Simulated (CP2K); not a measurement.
Consider ethylene at its PBE geometry (Å).

```xyz
6

C    -0.6659   -0.0391   -0.0045
C     0.6659    0.0391    0.0045
H    -1.2928    0.8425    0.1366
H    -1.1824   -0.9883   -0.1537
H     1.2928   -0.8425   -0.1366
H     1.1824    0.9883    0.1537
```

Method: CP2K XAS_TDP, all-electron GAPW, PBEh(45%), aug-cc-pVTZ, TDA, GW2X-corrected core level, no relativity.

**Question.** Predict the bright core excitations at the C K edge.

Leading lines: C1 285.36 eV. The leading line of an atom is its first one with 35 % of the strongest within 2.5 eV of its lowest line over the strength cut. Core ionisation energies at this level: C1 290.57 eV.

The first six lines of each atom with a strength over 0.0015:

| atom | energy (eV) | states | strength, one atom | above the computed threshold |
| --- | --- | --- | --- | --- |
| C1 (bonded to C and 2 H), 2 alike | 285.36 | 1 | 0.0528 |  |
|  | 288.55 | 1 | 0.0059 |  |
|  | 289.06 | 1 | 0.0186 |  |
|  | 290.05 | 1 | 0.0050 |  |
|  | 290.54 | 1 | 0.0028 |  |
|  | 291.04 | 1 | 0.0074 | yes |

Lines are vertical, at one geometry, with no vibrational structure. GW2X ionisation energies and lines can be off by 1 to 2 eV either way, and a good line position may hide errors that cancel. These values hold no scalar relativity, about 0.1 eV for C 1s. Rydberg lines, and the discretised continuum above threshold, depend on the basis and the box.

[Banner, clock and machine lines of the logs are left out without a mark of their own.]

[Logs are printed without paths, hosts, clocks, repeated set-up lines and the standing remarks that a program may print on its own settings, such as how far it seeks lower states.]

[Hosts, paths, dates, database ids (printed as entryN), source tags and the programs' standing remarks are cut or masked in the printed files.]
